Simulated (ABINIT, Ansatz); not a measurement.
## InP (F-43m): bands and cutoff in G0W0 with ABINIT

Aim: raise bands and screening cutoff together for InP (F-43m) and follow gap and time.

Main program and level: ABINIT 10.8.3; PBE and many-body steps on it, plane waves.

## 1. The structure

The structure is cubic, space group F-43m (No. 216). The conventional cell has a = 5.869 Å, b = 5.869 Å, c = 5.869 Å, α = 90.00°, β = 90.00°, γ = 90.00°. Nearest to In lie 4 P at 2.54 Å. Nearest to P lie 4 In at 2.54 Å. Farther neighbours are not listed.

The cell and positions come from the Crystallography Open Database and are kept as given unless a step says otherwise.

## 2. Empty states on the mesh, 4×4×4 mesh, 345 bands

This step: ABINIT 10.8.3; DFT, PBE, plane waves, norm-conserving pseudopotentials.

The sums over transitions need many empty states on a uniform mesh; this step solves for them.

run.abi reads:

```
acell 3*1.0 Angstrom
rprim 
  -0.000000000000 2.934350000000 2.934350000000
  2.934350000000 -0.000000000000 2.934350000000
  2.934350000000 2.934350000000 -0.000000000000
ntypat 2
znucl 49 15
natom 2
typat 1 2
xred 
  0.000000000000 0.000000000000 0.000000000000
  0.250000000000 0.250000000000 0.250000000000
pp_dirpath "pseudos"
pseudos "In.upf, P.upf"
ecut 33
ngkpt 4 4 4
nshiftk 1
shiftk 0 0 0
kptopt 1
chksymbreak 0
irdden 1
istwfk *1
nband 345
prtvol 0
optdriver 6
gwr_task "HDIAGO"
paral_kgb 0
occopt 1
indata_prefix "in"
outdata_prefix "out"
tmpdata_prefix "tmp"
```

Started as:

```
$ OMP_NUM_THREADS=1 mpirun -n 8 abinit run.abi > log
```

Log:

```text
.Version 10.8.3 of ABINIT. v10.8.2 released Aug 2026.

 Symmetries : space group F-4 3 m (#216); Bravais cF (face-center cubic)
[... echo of the input left out ...]
== DATASET  1 ==================================================================
-   mpi_nproc: 8, omp_nthreads: 1 (-1 if OMP is not activated)

--- !DatasetInfo
iteration_state: {dtset: 1, }
dimensions: {natom: 2, nkpt: 8, mband: 345, nsppol: 1, nspinor: 1, nspden: 1, mpw: 3119, }
cutoff_energies: {ecut:  33.0, pawecutdg:  -1.0, }
[...]
Direct band gap semiconductor
 Fundamental gap:     0.688 (eV)
   VBM:     4.922 (eV) at k: [ 0.0000E+00,  0.0000E+00,  0.0000E+00]
   CBM:     5.610 (eV) at k: [ 0.0000E+00,  0.0000E+00,  0.0000E+00]
 Direct gap:         0.688 (eV) at k: [ 0.0000E+00,  0.0000E+00,  0.0000E+00]

== END DATASET(S) ==============================================================
================================================================================

 -outvars: echo values of variables after computation  --------
           etotal      0.0000000000E+00
            nband         345
             nkpt           8
          spgroup         216
 [... the other variables as echoed above ...]

 Calculation completed.
```

It took 30 s on 8 MPI ranks of Intel Xeon Platinum 8259CL at 2.50GHz (Skylake/Cascade Lake), shared host; peak memory 4.7 GiB.

This step gave:

```
gap                                                           : 0.6876 eV
k of the valence top                                          : 0, 0, 0
k of the conduction bottom                                    : 0, 0, 0
least direct gap                                              : 0.6876 eV
k points computed                                             : 8
lowest point of the top converged band, above the valence top : 189.0861 eV
```

On this mesh the gap is 0.688 eV.

The density comes from a self-consistent run that is not shown.

## 3. Screening, 4×4×4 mesh, 53 bands, screening to 95.2 eV

The RPA dielectric matrix is built and inverted for each q.

This step: RPA screening on PBE, plane waves, norm-conserving pseudopotentials.

Changes to run.abi since step 2:

```diff
@@ -20,10 +20,11 @@
 chksymbreak 0
-irdden 1
 istwfk *1
-nband 345
-prtvol 0
-optdriver 6
-gwr_task "HDIAGO"
-paral_kgb 0
 occopt 1
+irdwfk 1
+optdriver 3
+nband 53
+ecuteps 3.5
+inclvkb 2
+awtr 1
+symchi 1
 indata_prefix "in"
```

Log:

```text
.Version 10.8.3 of ABINIT. v10.8.2 released Aug 2026.

 Symmetries : space group F-4 3 m (#216); Bravais cF (face-center cubic)
[... echo of the input left out ...]
== DATASET  1 ==================================================================
-   mpi_nproc: 8, omp_nthreads: 1 (-1 if OMP is not activated)

--- !DatasetInfo
iteration_state: {dtset: 1, }
dimensions: {natom: 2, nkpt: 8, mband: 53, nsppol: 1, nspinor: 1, nspden: 1, mpw: 3119, }
cutoff_energies: {ecut:  33.0, pawecutdg:  -1.0, }
electrons: {nelect:   2.60000000E+01, charge:   0.00000000E+00, occopt:   1.00000000E+00, tsmear:   1.00000000E-02, }

 SCREENING: Calculation of the susceptibility and dielectric matrices

 Based on a program developped by R.W. Godby, V. Olevano, G. Onida, and L. Reining.
 Incorporated in ABINIT by V. Olevano, G.-M. Rignanese, and M. Torrent.
.Using double precision arithmetic ; gwpc =  8

[... cell and pseudopotentials left out ...]
--------------------------------------------------------------------------------

 ==== K-mesh for the wavefunctions ====
 Number of points in the irreducible wedge :     8
[... list of points left out ...]
 Together with 24 symmetry operations and time-reversal symmetry
 yields    64 points in the full Brillouin Zone.

 ==== Q-mesh for the screening function ====
 Number of points in the irreducible wedge :     8
[... list of points left out ...]
 Together with 24 symmetry operations and time-reversal symmetry
 yields    64 points in the full Brillouin Zone.

 setmesh: FFT mesh size selected  =    27x   27x   27
          total number of points  =        19683

 vcoul_init : cutoff-mode = AUXILIARY_FUNCTION
 q-points for optical limit:   1
     1)      0.000010    0.000020    0.000030

- screening: taking advantage of time-reversal symmetry
- Maximum band index for partially occupied states nbvw = 13
- Remaining bands to be divided among processors   nbcw = 40
- Number of bands treated by each node ~5

 Number of electrons calculated from density =   26.0000; Expected =   26.0000
 average of density, n =  0.076245
 r_s =    1.4630
 omega_plasma =   26.6355 [eV]

 calculating chi0 at frequencies [eV] :
  1    0.000000E+00    0.000000E+00
  2    0.000000E+00    2.663552E+01

--------------------------------------------------------------------------------
  q-point number  1        q = ( 0.000000, 0.000000, 0.000000) [r.l.u.]
--------------------------------------------------------------------------------
[... chi0 elements left out ...]
 For q-point:  0.000010 0.000020 0.000030
  dielectric constant =  47.0689
  dielectric constant without local fields =  49.7738

  Average fulfillment of the sum rule on Im[epsilon] for q-point    1 :     38.64  [%]
[... wings left out ...]
  q-point number  2        q = ( 0.250000, 0.000000, 0.000000) [r.l.u.]
--------------------------------------------------------------------------------
[... chi0 elements left out ...]
  Average fulfillment of the sum rule on Im[epsilon] for q-point    2 :     51.68  [%]

 [... 6 further q-points ...]
```

It took 9.9 s on 8 MPI ranks; peak memory 1.1 GiB; 78 s of CPU time.

Numbers from this step:

```yaml
eps_infinity_with_local_fields_on_this_mesh_along_the_program_s_q_direction: 47.07
the_same_without_local_fields: 49.77
plasma_frequency: 26.64 eV
plane_waves_in_the_screening_matrix: 113
```

Local fields lower ε∞ by 5 %. On a Γ-centred mesh this coarse the value itself is usually too large, while a short band sum pulls it down.

## 4. 53 bands, 95.2 eV

The self-energy is evaluated for the states that the input lists, and the levels follow from it, in one-shot runs by the linearised quasiparticle equation.

This step: G0W0 on PBE, plane waves, norm-conserving pseudopotentials.

Changes to run.abi since step 3:

```diff
@@ -23,8 +23,15 @@
 irdwfk 1
-optdriver 3
+optdriver 4
 nband 53
+gwcalctyp 0
+ecutsigx 33
+symsigma 1
+nkptgw 1
+kptgw 
+  0.0000000000 0.0000000000 0.0000000000
+bdgw 
+  11 17
 ecuteps 3.5
-inclvkb 2
-awtr 1
-symchi 1
+irdscr 1
+ppmodel 1
 indata_prefix "in"
```

Log:

```text
.Version 10.8.3 of ABINIT. v10.8.2 released Aug 2026.

 Symmetries : space group F-4 3 m (#216); Bravais cF (face-center cubic)
[... echo of the input left out ...]
== DATASET  1 ==================================================================
-   mpi_nproc: 8, omp_nthreads: 1 (-1 if OMP is not activated)

--- !DatasetInfo
iteration_state: {dtset: 1, }
dimensions: {natom: 2, nkpt: 8, mband: 53, nsppol: 1, nspinor: 1, nspden: 1, mpw: 3119, }
cutoff_energies: {ecut:  33.0, pawecutdg:  -1.0, }
electrons: {nelect:   2.60000000E+01, charge:   0.00000000E+00, occopt:   1.00000000E+00, tsmear:   1.00000000E-02, }

 SIGMA: Calculation of the GW corrections

 Based on a program developped by R.W. Godby, V. Olevano, G. Onida, and L. Reining.
 Incorporated in ABINIT by V. Olevano, G.-M. Rignanese, and M. Torrent.
.Using double precision arithmetic ; gwpc =  8

[... cell and pseudopotentials left out ...]
--------------------------------------------------------------------------------

 ==== K-mesh for the wavefunctions ====
 Number of points in the irreducible wedge :     8
[... list of points left out ...]
 Together with 24 symmetry operations and time-reversal symmetry
 yields    64 points in the full Brillouin Zone.

 ==== Q-mesh for screening function ====
 Number of points in the irreducible wedge :     8
[... list of points left out ...]
 Together with 24 symmetry operations and time-reversal symmetry
 yields    64 points in the full Brillouin Zone.

 vcoul_init : cutoff-mode = AUXILIARY_FUNCTION
 q-points for optical limit:   1
     1)      0.000010    0.000020    0.000030
 setmesh: FFT mesh size selected  =    45x   45x   45
          total number of points  =        91125

 Number of electrons calculated from density =   26.0000; Expected =   26.0000
 average of density, n =  0.076245
 r_s =    1.4630
 omega_plasma =   26.6355 [eV]

 === KS Band Gaps ===
  >>>> For spin  1
   Minimum direct gap =   0.6876 [eV], located at k-point      :   0.0000  0.0000  0.0000
   Fundamental gap    =   0.6876 [eV], Top of valence bands at :   0.0000  0.0000  0.0000
                                       Bottom of conduction at :   0.0000  0.0000  0.0000
 SIGMA fundamental parameters:
 PLASMON POLE MODEL  1
 number of plane-waves for SigmaX                 3119
 number of plane-waves for SigmaC and W            113
 number of plane-waves for wavefunctions          3119
 number of bands                                    53
 number of independent spin polarizations            1
 number of spinorial components                      1
 number of k-points in IBZ                           8
 number of q-points in IBZ                           8
 number of symmetry operations                      24
 number of k-points in BZ                           64
 number of q-points in BZ                           64
 number of frequencies for dSigma/dE                 9
 frequency step for dSigma/dE [eV]                0.25
 number of omega for Sigma on real axis              0
 max omega for Sigma on real axis  [eV]           0.00
 zcut for avoiding poles [eV]                     0.10

 EPSILON^-1 parameters (SCR file):
 dimension of the eps^-1 matrix on file            113
 dimension of the eps^-1 matrix used               113
 number of plane-waves for wavefunctions          3119
 number of bands                                    53
 number of q-points in IBZ                           8
 number of frequencies                               2
 number of real frequencies                          1
 number of imag frequencies                          1

 matrix elements of self-energy operator (all in [eV])

 Perturbative Calculation

--- !SelfEnergy_ee
iteration_state: {dtset: 1, }
kpoint     : [   0.000,    0.000,    0.000, ]
spin       : 1
KS_gap     :    0.688
QP_gap     :    1.353
Delta_QP_KS:    0.665
data: !SigmaeeData |
     Band     E0 <VxcDFT>   SigX SigC(E0)      Z dSigC/dE  Sig(E)    E-E0       E
       11   4.922 -12.904 -14.799   1.646   0.777  -0.287 -13.097  -0.193   4.729
       12   4.922 -12.904 -14.799   1.646   0.777  -0.287 -13.097  -0.193   4.729
       13   4.922 -12.904 -14.799   1.646   0.777  -0.287 -13.097  -0.193   4.729
       14   5.610 -11.727  -7.731  -3.400   0.792  -0.263 -11.255   0.472   6.082
       15   9.010 -10.776  -6.305  -3.857   0.796  -0.257 -10.287   0.489   9.498
       16   9.010 -10.776  -6.305  -3.857   0.796  -0.257 -10.287   0.489   9.498
       17   9.010 -10.776  -6.305  -3.857   0.796  -0.257 -10.287   0.489   9.498

== END DATASET(S) ==============================================================
================================================================================

 -outvars: echo values of variables after computation  --------
           etotal      0.0000000000E+00
            nband          53
             nkpt           8
          spgroup         216
 [... the other variables as echoed above ...]

 Calculation completed.
```

The job ended after 4.2 s (8 MPI ranks; peak memory 0.72 GiB; 32 s of CPU time).

This step gave:

* G0W0 gap on the points computed: 1.353 eV
* starting gap on the mesh: 0.6876 eV
* k of the valence top: 0, 0, 0
* k of the conduction bottom: 0, 0, 0
* Z at the valence top: 0.777
* Z at the conduction bottom: 0.792
* least direct G0W0 gap on the computed points: 1.353 eV

The gap on the mesh goes from 0.69 eV to 1.35 eV, a correction of +0.67 eV.

## 5. Screening, 4×4×4 mesh, 145 bands, screening to 176.9 eV

This step: RPA screening on PBE, plane waves, norm-conserving pseudopotentials.

Changes to run.abi since step 4:

```diff
@@ -23,15 +23,8 @@
 irdwfk 1
-optdriver 4
-nband 53
-gwcalctyp 0
-ecutsigx 33
-symsigma 1
-nkptgw 1
-kptgw 
-  0.0000000000 0.0000000000 0.0000000000
-bdgw 
-  11 17
-ecuteps 3.5
-irdscr 1
-ppmodel 1
+optdriver 3
+nband 145
+ecuteps 6.5
+inclvkb 2
+awtr 1
+symchi 1
 indata_prefix "in"
```

Log:

```text
.Version 10.8.3 of ABINIT. v10.8.2 released Aug 2026.

 Symmetries : space group F-4 3 m (#216); Bravais cF (face-center cubic)
[... echo of the input left out ...]
== DATASET  1 ==================================================================
-   mpi_nproc: 8, omp_nthreads: 1 (-1 if OMP is not activated)

--- !DatasetInfo
iteration_state: {dtset: 1, }
dimensions: {natom: 2, nkpt: 8, mband: 145, nsppol: 1, nspinor: 1, nspden: 1, mpw: 3119, }
cutoff_energies: {ecut:  33.0, pawecutdg:  -1.0, }
electrons: {nelect:   2.60000000E+01, charge:   0.00000000E+00, occopt:   1.00000000E+00, tsmear:   1.00000000E-02, }

 SCREENING: Calculation of the susceptibility and dielectric matrices

 Based on a program developped by R.W. Godby, V. Olevano, G. Onida, and L. Reining.
 Incorporated in ABINIT by V. Olevano, G.-M. Rignanese, and M. Torrent.
.Using double precision arithmetic ; gwpc =  8

[... cell and pseudopotentials left out ...]
--------------------------------------------------------------------------------

 ==== K-mesh for the wavefunctions ====
 Number of points in the irreducible wedge :     8
[... list of points left out ...]
 Together with 24 symmetry operations and time-reversal symmetry
 yields    64 points in the full Brillouin Zone.

 ==== Q-mesh for the screening function ====
 Number of points in the irreducible wedge :     8
[... list of points left out ...]
 Together with 24 symmetry operations and time-reversal symmetry
 yields    64 points in the full Brillouin Zone.

 setmesh: FFT mesh size selected  =    30x   30x   30
          total number of points  =        27000

 vcoul_init : cutoff-mode = AUXILIARY_FUNCTION
 q-points for optical limit:   1
     1)      0.000010    0.000020    0.000030

- screening: taking advantage of time-reversal symmetry
- Maximum band index for partially occupied states nbvw = 13
- Remaining bands to be divided among processors   nbcw = 132
- Number of bands treated by each node ~16

 Number of electrons calculated from density =   26.0000; Expected =   26.0000
 average of density, n =  0.076245
 r_s =    1.4630
 omega_plasma =   26.6355 [eV]

 calculating chi0 at frequencies [eV] :
  1    0.000000E+00    0.000000E+00
  2    0.000000E+00    2.663552E+01

--------------------------------------------------------------------------------
  q-point number  1        q = ( 0.000000, 0.000000, 0.000000) [r.l.u.]
--------------------------------------------------------------------------------
[... chi0 elements left out ...]
 For q-point:  0.000010 0.000020 0.000030
  dielectric constant =  47.1961
  dielectric constant without local fields =  49.8094

  Average fulfillment of the sum rule on Im[epsilon] for q-point    1 :     70.87  [%]
[... wings left out ...]
  q-point number  2        q = ( 0.250000, 0.000000, 0.000000) [r.l.u.]
--------------------------------------------------------------------------------
[... chi0 elements left out ...]
  Average fulfillment of the sum rule on Im[epsilon] for q-point    2 :     81.63  [%]

 [... 6 further q-points ...]
```

Elapsed: 37 s, on 8 MPI ranks; peak memory 1.6 GiB; 4.9 min of CPU time.

Numbers from this step:

```
ε∞ with local fields, on this mesh, along the program's q direction : 47.20
the same without local fields                                       : 49.81
plasma frequency                                                    : 26.64 eV
plane waves in the screening matrix                                 : 283
```

(Part 1 of 2 ends here.)

[Paths, hosts, dates, memory and timing lines, banners, echoed tables and standing remarks are left out of the program output.]

[Logs are printed without paths, hosts, clocks, repeated set-up lines and the standing remarks that a program may print on its own settings, such as how far it seeks lower states.]

[Runs of the session that timed out or met a known fault of the program may be left out.]

[No measured gap is set beside runs whose start may be inverted or whose files or cutoffs have a known fault.]

[Hosts, paths, dates, database ids (printed as entryN), source tags and the programs' standing remarks are cut or masked in the printed files.]

[G0W0 gaps are taken among the corrected bands and points alone; a level outside them can change the order at an edge.]

[Where Ansatz stands beside ABINIT at settings called matched, ABINIT's density can come from a denser mesh and the files from another edition; pairs whose starting gaps differed by over 0.03 eV were left out, so agreement reads better than it is.]
